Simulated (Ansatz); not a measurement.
# Ti2NF2 MXene bilayer (AB) in a perpendicular field, part 2 of 3

Wanted: the out-of-plane response of the Ti2NF2 MXene bilayer (AB). A positive field points along +c.

Ansatz 0.2.0; plane-wave DFT, PBE-D3(BJ), Ansatz PAW.

So far. Step 2 (Relaxation): The lattice constant a goes from 3.029 to 3.025 Å.

## Step 3: Atoms held, field 0, start network

A sawtooth potential applies the field, turning back in the middle of the vacuum. With the dipole correction the typed value is the field outside the slab. The induced dipole is small, so the SCF threshold is tight.

The cell differs from the one that the last finished run ended in (c 53.845 → 30.113 Å).

Contents of input.yaml:

```yaml
crystal:
  lattice:
    - [3.0251070851, 0.0, 0.0]
    - [-1.5125535425, 2.6198195848, 0.0]
    - [0.0, 0.0, 30.113060794]
  atoms:
    - { symbol: F, position: [0.3333333333, 0.6666666667, 0.298873637] }
    - { symbol: Ti, position: [0.6666666667, 0.3333333333, 0.3405756745] }
    - { symbol: "N", position: [0.0, 0.0, 0.3763780793] }
    - { symbol: Ti, position: [0.3333333333, 0.6666666667, 0.4121850962] }
    - { symbol: F, position: [0.6666666667, 0.3333333333, 0.4536592319] }
    - { symbol: F, position: [0.6666666667, 0.3333333333, 0.5463407681] }
    - { symbol: Ti, position: [0.0, 0.0, 0.5878149038] }
    - { symbol: "N", position: [0.3333333333, 0.6666666667, 0.6236219207] }
    - { symbol: Ti, position: [0.6666666667, 0.3333333333, 0.6594243255] }
    - { symbol: F, position: [0.0, 0.0, 0.701126363] }
kpoints:
  mp_grid: { grid: [18, 18, 1] }
  band_path:
    path: [[0, 0, 0], [0.5, 0, 0], [0.33333333, 0.33333333, 0], [0, 0, 0]]
    npoints: 16
hamiltonian:
  xc: pbe
  dispersion: d3bj
scf:
  occupations: { method: fermi_dirac, width: 0.05 }
  convergence: { dr2_threshold: 1.0e-10 }
efield:
  axis: 3
  dipole_correction: true
  ramp_position: 0.97
  ramp_width: 0.06
  amplitude: 0
output:
  dos: { projected: true, e_range: [-6, 5] }
  bader: true
  write_potential: true
  write_density: true
  volumetric_format: npy
  elf: true
```

Command:

```console
$ ansatz run input.yaml --threads 4 --pin off --max-ram 6144MiB --backend cpu --events-out ev --progress --plain --runs-dir out
```

Numbers of over 12 decimals in the logs are rounded to 6 here.

Log:

```text
[...]
Crystal: 10 atoms, lattice volume = 238.653 Å³
Basis set: ecut = 420 eV, 4589 PW (Γ)
Bands: 53, of which v1, the nominal top of the filled ones, is band 43 counted from 1 (42 counted from 0)
Symmetry: 6 space group operations
k-points: 37 of 324 (time reversal used)
[...]
SCF iter   1: F=—  HF=-14016.221636 eV  |F-HF|=—  |Δ(HF+E_count)|=         —  Δρ=3.48e-3  dr2=4.52e-2  ethr=1.77e-3  p=0.000 e·Å  D=1.49e-13 V/Å  ΔV_dip=-0.00 eV  dr2_dipole=3.82e-8  V_vac-E_F(+/−)=4.57/4.57 eV  ⟨swp⟩=6.8  Hψ=8322  notcnv=0  defer=1
efield: sawtooth ramp at fractional position 0.9700 (set: `efield.ramp_position`, or a place that a band, a saddle search or an elastic batch's reference lends), width 0.0600; the density the first Hamiltonian is built on has a dipole p = 0.000 e·Å; the dipole correction subtracts the counter field D = 1.49e-13 V/Å, which shifts the + side's vacuum level by -0.00 eV against the − side's; the planar-averaged density in the ramp window peaks in size at 3.2e-5 e/Å³
[...]
SCF iter   2: F=—  HF=-14016.225936 eV  |F-HF|=—  |Δ(HF+E_count)|=   4.30e-3  Δρ=2.44e-3  dr2=1.41e-2  ethr=5.25e-5  p=0.000 e·Å  D=1.72e-5 V/Å  ΔV_dip=-0.00 eV  dr2_dipole=9.50e-8  V_vac-E_F(+/−)=4.41/4.41 eV  ⟨swp⟩=3.7  Hψ=5068  notcnv=0  defer=32
[...]
SCF iter   9: F=-14016.223638 eV  HF=-14016.223638 eV  |F-HF|=3.64e-11  |Δ(HF+E_count)|=   1.26e-9  Δρ=1.79e-7  dr2=4.32e-11  ethr=1.00e-12  p=0.000 e·Å  D=6.96e-9 V/Å  ΔV_dip=-0.00 eV  dr2_dipole=5.35e-14  V_vac-E_F(+/−)=4.44/4.44 eV  ⟨swp⟩=7.8  Hψ=7702  notcnv=0
SCF 1 converged in 9 iterations: F = -14016.223638 eV  dr2 = 4.32e-11
[...]
NSCF: frozen V_eff on 49 k-points
efield: sawtooth ramp at fractional position 0.9700 (kept from the solve that this one continues, or follows in the run), width 0.0600; the density the first Hamiltonian is built on has a dipole p = 0.000 e·Å; the dipole correction subtracts the counter field D = 6.96e-9 V/Å, which shifts the + side's vacuum level by -0.00 eV against the − side's; the planar-averaged density in the ramp window peaks in size at 5.4e-6 e/Å³
[...]
SCF converged after 9 iterations
Free energy (F): -14016.223638 eV
[...]
Internal energy: -14016.191203 eV  (E = F + TS)
E sigma→0 (E₀):  -14016.207421 eV
Entropy (-TS):   -0.032435 eV (-3.244 meV/atom)
Fermi energy:    3.334779 eV
Dipole field:    D = -0.000000 V/Å  (p = -0.000000 e·Å, saw-weighted, corrected)
Work function:   Φ+ = 4.4384 eV   Φ− = 4.4384 eV
Levels:          The Fermi level and band energies are counted from a zero that moves with the ramp; work functions are not
[...]
--- Band table (eV; the first three rows and the last of 37) ---
  k-point 0: bands = [... 39 lower, -1.5701, 2.6962, 2.6962, 2.6963, 2.6963, 3.3267, 3.3377, 4.6433, ... 6 higher]
  k-point 1: bands = [... 39 lower, -1.5981, 2.6346, 2.6354, 2.7497, 2.7501, 3.3297, 3.3406, 4.5621, ... 6 higher]
  k-point 2: bands = [... 39 lower, -1.6717, 2.4543, 2.4571, 2.9034, 2.9041, 3.3607, 3.3717, 4.4643, ... 6 higher]
  k-point 36: bands = [... 39 lower, -2.1465, 3.2540, 3.2540, 3.4078, 3.4169, 3.4169, 3.4454, 5.0399, ... 6 higher]
--- Bader charges: 10 sites ---
  site symbol  charge [e]  shift [e]
     0      F     -0.7665     0.0002
     1     Ti      1.6842     0.0008
     2      N     -1.8344     0.0020
     3     Ti      1.6833     0.0008
     4      F     -0.7666     0.0002
     5      F     -0.7666     0.0002
     6     Ti      1.6833     0.0008
     7      N     -1.8344     0.0020
     8     Ti      1.6843     0.0008
     9      F     -0.7665     0.0002
  estimated error of the sums over rays = 5.2e-4 e
```

The job ended after 34 s (4 threads of Arm Neoverse V2, shared host; peak memory 0.88 GiB).

The column dr2 measures how far the density is from self-consistency, as an energy; F and HF (Harris–Foulkes) agree once it is small.

This step gave:

```
energy at zero smearing   : -14016.2074 eV
work function, upper face : 4.438 eV
dipole along the normal   : -3.66e-7 e·Å
```

Running mean over a fixed 2.6 Å (it still follows the layers) of the planar mean; the ramp of the sawtooth is left out. Electron's electrostatic potential energy less the Fermi level against z:

```
z (Å)  electron's electrostatic potential energy less the Fermi level (eV)
    4                                                                 4.44
    5                                                                 4.44
    6                                                                 4.44
    7                                                                 4.29
    8                                                                 1.11
    9                                                                -4.55
   10                                                                -9.96
   11                                                                -11.8
   12                                                                -11.3
   13                                                                -8.57
   14                                                                -2.46
   15                                                                 1.12
   16                                                                -1.78
   17                                                                -7.96
   18                                                                -11.1
   19                                                                -12.0
   20                                                                -10.3
   21                                                                -5.29
   22                                                                0.595
   23                                                                 4.20
   24                                                                 4.43
   25                                                                 4.44
   26                                                                 4.44
```

The density of states has structure finer than the step of the table below, so its rows give means over 0.2 eV, whole bins alone (the curve runs from -6 to 1.06 eV). Peaks (eV: height): -5.37: 35.8, -0.51: 7.30.

Density of states against energy, zero at the Fermi level; means over each step:

```
energy (eV)  density of states (states/eV a cell)
       -5.8                                  6.27
       -5.6                                  5.21
       -5.4                                  23.8
       -5.2                                  8.01
       -5.0                                  2.17
       -4.8                                     0
       -4.6                                     0
       -4.4                                     0
       -4.2                                     0
       -4.0                                     0
       -3.8                                     0
       -3.6                                     0
       -3.4                                     0
       -3.2                                     0
       -3.0                                     0
       -2.8                                     0
       -2.6                                     0
       -2.4                                 0.281
       -2.2                                  1.82
       -2.0                                  1.98
       -1.8                                  2.10
       -1.6                                  2.31
       -1.4                                  2.61
       -1.2                                  3.60
       -1.0                                  2.78
       -0.8                                  1.55
       -0.6                                  2.78
       -0.4                                  4.05
       -0.2                                  2.62
        0.0                                  3.90
        0.2                                  3.50
        0.4                                  3.22
        0.6                                  3.35
        0.8                                  3.35
```

Projected DOS per atom over height of the atomic layer and energy from the Fermi level. Layers: F Ti N Ti F F Ti N Ti F from below.

Ten even steps from '_' (0.00 states/eV) to '@' (3.79 states/eV), each cell a mean:
```
__::__::____::__::__
__..__..____..__..__
__..__..____..__..__
__::__::____::__::__
__::__::____::__::__
__..__..____..__..__
__..__..____..__..__
__..__..____..__..__
__..__..____..__..__
__..__..____..__..__
____________________
____________________
____________________
____________________
____________________
____________________
____________________
____________________
____________________
....**........**....
..::@@::....::@@::..
__..==..____..==..__
```
Columns: height of the atomic layer (Å) from 9 to 21.1 (not evenly spaced); rows upwards: energy from the Fermi level (eV) from -5.96 to 1.06.

The electronic bands at the labelled points (eV, zero at the Fermi level):

```
  point  band 39  band 40  band 41  band 42  band 43  band 44  band 45  band 46
      Γ    -4.90    -4.90    -0.64    -0.64    -0.64    -0.64    -0.01     0.00
halfway    -5.23    -5.22    -1.60    -1.59     0.26     0.26     0.33     0.35
      M    -5.27    -5.27    -2.36    -2.35     1.24     1.24     1.34     1.34
halfway    -5.43    -5.43    -1.54    -1.53     0.73     0.73     0.97     0.98
      K    -5.48    -5.48    -0.08    -0.08     0.07     0.08     0.08     0.11
halfway    -5.38    -5.32    -1.12    -1.10    -0.65    -0.65     1.07     1.08
      Γ    -4.90    -4.90    -0.64    -0.64    -0.64    -0.64    -0.01     0.00
```

Valence density in the ca plane at fractional y = 0.667, with atoms of F and Ti and N within 0.2 Å of it. It is the smooth field of the valence electrons, not physical close to the nuclei.

Values in units of 1e0 e/Å³, 5 rows by 16 columns, each cell a mean:
```
0.6 0.5 0.2 0.4 0.1 0.1 0.4 0.5 0.3 0.5 0.4 0.3 0.0 0.0 0.0 0.0
0.4 0.5 0.5 0.3 0.1 0.1 0.3 0.3 0.5 0.4 0.3 0.2 0.0 0.0 0.0 0.0
0.2 1.2 5.0 0.3 0.0 0.0 0.1 0.3 2.0 0.9 0.1 0.0 0.0 0.0 0.0 0.0
0.2 1.6 7.0 0.3 0.0 0.0 0.0 0.3 2.6 1.1 0.1 0.0 0.0 0.0 0.0 0.0
0.3 0.5 1.3 0.2 0.0 0.0 0.1 0.3 0.8 0.5 0.2 0.1 0.0 0.0 0.0 0.0
```
Columns run along c (16.0 Å, from fractional 0.34 to 0.87 of the cell), rows up along a (3.0 Å). Atoms in or near the plane, at fractional coordinates: Ti at (0.41, 0.33), N at (0.62, 0.33).

Electrostatic potential energy in the ca plane at fractional y = 0.667, with atoms of F and Ti and N within 0.2 Å of it. With pseudopotentials it is smooth inside the atoms' cores, unlike the true potential.

Ten even steps from '0' (-34 eV) to '9' (8 eV), each cell a mean:
```
99999999999999999999987556788888899999999876
99999999999999999999986546788888889999999876
99999999999999999999987667887657889999999887
99999999999999999997358888873113689999999988
99999999999999999981005888851000489999999998
99999999999999999981005888851000489999999998
99999999999999999996237888873002689999999988
99999999999999999999987777886556889999999887
```
Columns run along c (16.0 Å, from fractional 0.05 to 0.59 of the cell; values clipped at the 3rd and 97th percentile), rows up along a (3.0 Å). Atoms in or near the plane, at fractional coordinates: F at (0.30, 0.33), Ti at (0.41, 0.33).

ELF in the ca plane at fractional y = 0.667, with atoms of F and Ti and N within 0.2 Å of it. It is the smooth field of the valence electrons, not physical close to the nuclei.

Ten even steps from '0' (0.00) to '9' (0.78), each cell a mean:
```
22477411367510036741232222221476410000000000
32477411477520036741232222321477410000000000
12453221144310024421113663211244200000000000
12322676211000001111148998421011000000000000
12215626610000000001489559841000000000000000
12225616610000000001489449841000000000000000
12322677300000000001259999521010000000000000
12453231134200013421124774110244200000000000
```
Columns run along c (16.0 Å, from fractional 0.34 to 0.87 of the cell), rows up along a (3.0 Å). Atoms in or near the plane, at fractional coordinates: Ti at (0.41, 0.33), N at (0.62, 0.33).

The work function of the upper face is 4.44 eV.

## Step 4: Single point, field 0.1 V/Å

Changes to input.yaml since step 3:

```diff
@@ -30,8 +30,6 @@
   dipole_correction: true
-  ramp_position: 0.97
-  ramp_width: 0.06
-  amplitude: 0
+  ramp_position: 0.9425
+  ramp_width: 0.1149
+  amplitude: 0.1
 output:
-  dos: { projected: true, e_range: [-6, 5] }
-  bader: true
   write_potential: true
@@ -39,2 +37 @@
   volumetric_format: npy
-  elf: true
```

Log:

```text
[...]
Crystal: 10 atoms, lattice volume = 238.653 Å³
Basis set: ecut = 420 eV, 4589 PW (Γ)
Bands: 53, of which v1, the nominal top of the filled ones, is band 43 counted from 1 (42 counted from 0)
Symmetry: 6 space group operations
k-points: 37 of 324 (time reversal used)
[...]
k-point 0: bands = [... 39 lower, -1.5677, 2.6951, 2.6951, 2.6974, 2.6974, 3.3263, 3.3382, 4.6427, ... 6 higher]
  k-point 1: bands = [... 39 lower, -1.5958, 2.6336, 2.6363, 2.7487, 2.7510, 3.3293, 3.3410, 4.5617, ... 6 higher]
  k-point 2: bands = [... 39 lower, -1.6696, 2.4535, 2.4579, 2.9025, 2.9050, 3.3602, 3.3721, 4.4641, ... 6 higher]
  k-point 36: bands = [... 39 lower, -2.1446, 3.2511, 3.2568, 3.4077, 3.4147, 3.4191, 3.4454, 5.0397, ... 6 higher]
[key lines of the parts left out:]
SCF converged after 13 iterations
Free energy (F): -14016.226347 eV
Fermi energy:    3.334756 eV
Dipole field:    D = 0.041078 V/Å  (p = 0.054177 e·Å, saw-weighted, corrected)
```

Elapsed: 25 s, on 4 threads; peak memory 0.83 GiB.

The dipole is 0.0542 e·Å.

## Step 5: Atoms held, field -0.1 V/Å

Changes to input.yaml since step 4:

```diff
@@ -32,3 +32,3 @@
   ramp_width: 0.1149
-  amplitude: 0.1
+  amplitude: -0.1
 output:
```

Log:

```text
[...]
Crystal: 10 atoms, lattice volume = 238.653 Å³
Basis set: ecut = 420 eV, 4589 PW (Γ)
Bands: 53, of which v1, the nominal top of the filled ones, is band 43 counted from 1 (42 counted from 0)
Symmetry: 6 space group operations
k-points: 37 of 324 (time reversal used)
[...]
k-point 0: bands = [... 39 lower, -1.5679, 2.6950, 2.6950, 2.6972, 2.6972, 3.3261, 3.3380, 4.6426, ... 6 higher]
  k-point 1: bands = [... 39 lower, -1.5960, 2.6334, 2.6362, 2.7485, 2.7508, 3.3291, 3.3408, 4.5615, ... 6 higher]
  k-point 2: bands = [... 39 lower, -1.6698, 2.4533, 2.4577, 2.9024, 2.9048, 3.3601, 3.3719, 4.4639, ... 6 higher]
  k-point 36: bands = [... 39 lower, -2.1448, 3.2510, 3.2566, 3.4075, 3.4146, 3.4190, 3.4453, 5.0395, ... 6 higher]
[key lines of the parts left out:]
SCF converged after 12 iterations
Free energy (F): -14016.226347 eV
Fermi energy:    3.334577 eV
Dipole field:    D = -0.041076 V/Å  (p = -0.054174 e·Å, saw-weighted, corrected)
```

Run time: 24 s. Hardware: 4 threads; peak memory 0.84 GiB.

The dipole is -0.0542 e·Å.

## Step 6: Atoms held, field 0.2 V/Å

Changes to input.yaml since step 5:

```diff
@@ -32,3 +32,3 @@
   ramp_width: 0.1149
-  amplitude: -0.1
+  amplitude: 0.2
 output:
```

Log:

```text
[...]
Crystal: 10 atoms, lattice volume = 238.653 Å³
Basis set: ecut = 420 eV, 4589 PW (Γ)
Bands: 53, of which v1, the nominal top of the filled ones, is band 43 counted from 1 (42 counted from 0)
Symmetry: 6 space group operations
k-points: 37 of 324 (time reversal used)
[...]
k-point 0: bands = [... 39 lower, -1.5633, 2.6938, 2.6938, 2.6982, 2.6982, 3.3248, 3.3391, 4.6412, ... 6 higher]
  k-point 1: bands = [... 39 lower, -1.5915, 2.6321, 2.6374, 2.7474, 2.7519, 3.3279, 3.3419, 4.5602, ... 6 higher]
  k-point 2: bands = [... 39 lower, -1.6658, 2.4518, 2.4591, 2.9012, 2.9059, 3.3589, 3.3730, 4.4631, ... 6 higher]
  k-point 36: bands = [... 39 lower, -2.1429, 3.2481, 3.2594, 3.4073, 3.4123, 3.4211, 3.4454, 5.0389, ... 6 higher]
[key lines of the parts left out:]
SCF converged after 13 iterations
Free energy (F): -14016.234474 eV
Fermi energy:    3.334496 eV
Dipole field:    D = 0.082158 V/Å  (p = 0.108356 e·Å, saw-weighted, corrected)
```

It took 25 s on 4 threads; peak memory 0.83 GiB.

The dipole is 0.108 e·Å.

## Step 7: Atoms held, field -0.2 V/Å

Changes to input.yaml since step 6:

```diff
@@ -32,3 +32,3 @@
   ramp_width: 0.1149
-  amplitude: 0.2
+  amplitude: -0.2
 output:
```

Log:

```text
[...]
Crystal: 10 atoms, lattice volume = 238.653 Å³
Basis set: ecut = 420 eV, 4589 PW (Γ)
Bands: 53, of which v1, the nominal top of the filled ones, is band 43 counted from 1 (42 counted from 0)
Symmetry: 6 space group operations
k-points: 37 of 324 (time reversal used)
[...]
k-point 0: bands = [... 39 lower, -1.5637, 2.6935, 2.6935, 2.6979, 2.6979, 3.3245, 3.3388, 4.6409, ... 6 higher]
  k-point 1: bands = [... 39 lower, -1.5919, 2.6318, 2.6370, 2.7470, 2.7515, 3.3275, 3.3416, 4.5599, ... 6 higher]
  k-point 2: bands = [... 39 lower, -1.6662, 2.4515, 2.4587, 2.9008, 2.9056, 3.3585, 3.3727, 4.4627, ... 6 higher]
  k-point 36: bands = [... 39 lower, -2.1432, 3.2477, 3.2590, 3.4069, 3.4119, 3.4208, 3.4450, 5.0386, ... 6 higher]
[key lines of the parts left out:]
SCF converged after 13 iterations
Free energy (F): -14016.234474 eV
Fermi energy:    3.334141 eV
Dipole field:    D = -0.082157 V/Å  (p = -0.108356 e·Å, saw-weighted, corrected)
```

Wall time 26 s (4 threads); peak memory 0.82 GiB; 1.7 min of CPU time.

The dipole is -0.108 e·Å.

## Step 8: Single point, field 0.35 V/Å

Changes to input.yaml since step 7:

```diff
@@ -30,6 +30,8 @@
   dipole_correction: true
-  ramp_position: 0.9425
-  ramp_width: 0.1149
-  amplitude: -0.2
+  ramp_position: 0.9231
+  ramp_width: 0.1538
+  amplitude: 0.35
 output:
+  dos: { projected: true, e_range: [-6, 5] }
+  bader: true
   write_potential: true
@@ -37 +39,2 @@
   volumetric_format: npy
+  elf: true
```

Log:

```text
[...]
Crystal: 10 atoms, lattice volume = 238.653 Å³
Basis set: ecut = 420 eV, 4589 PW (Γ)
Bands: 53, of which v1, the nominal top of the filled ones, is band 43 counted from 1 (42 counted from 0)
Symmetry: 6 space group operations
k-points: 37 of 324 (time reversal used)
[...]
--- Bader charges: 10 sites ---
  site symbol  charge [e]  shift [e]
     0      F     -0.7736     0.0002
     1     Ti      1.6761     0.0008
     2      N     -1.8347     0.0020
     3     Ti      1.6835     0.0008
     4      F     -0.7666     0.0002
     5      F     -0.7666     0.0002
     6     Ti      1.6832     0.0008
     7      N     -1.8341     0.0020
     8     Ti      1.6923     0.0008
     9      F     -0.7594     0.0002
  estimated error of the sums over rays = 5.0e-4 e
[key lines of the parts left out:]
SCF converged after 12 iterations
Free energy (F): -14016.256822 eV
Fermi energy:    3.333349 eV
Dipole field:    D = 0.143781 V/Å  (p = 0.189630 e·Å, saw-weighted, corrected)
```

Run time: 38 s. Hardware: 4 threads; peak memory 0.85 GiB; 2.5 min of CPU time.

The dipole is 0.190 e·Å.

(Part 2 of 3 ends here.)

[Logs are printed without paths, hosts, clocks, repeated set-up lines and the standing remarks that a program may print on its own settings, such as how far it seeks lower states.]

[Hosts, paths, dates, database ids (printed as entryN), source tags and the programs' standing remarks are cut or masked in the printed files.]

[Maps of the electrostatic potential energy from Ansatz leave out the sawtooth potential of an applied field or a dipole correction, so their vacuum need not be flat; planar profiles and work functions include it.]
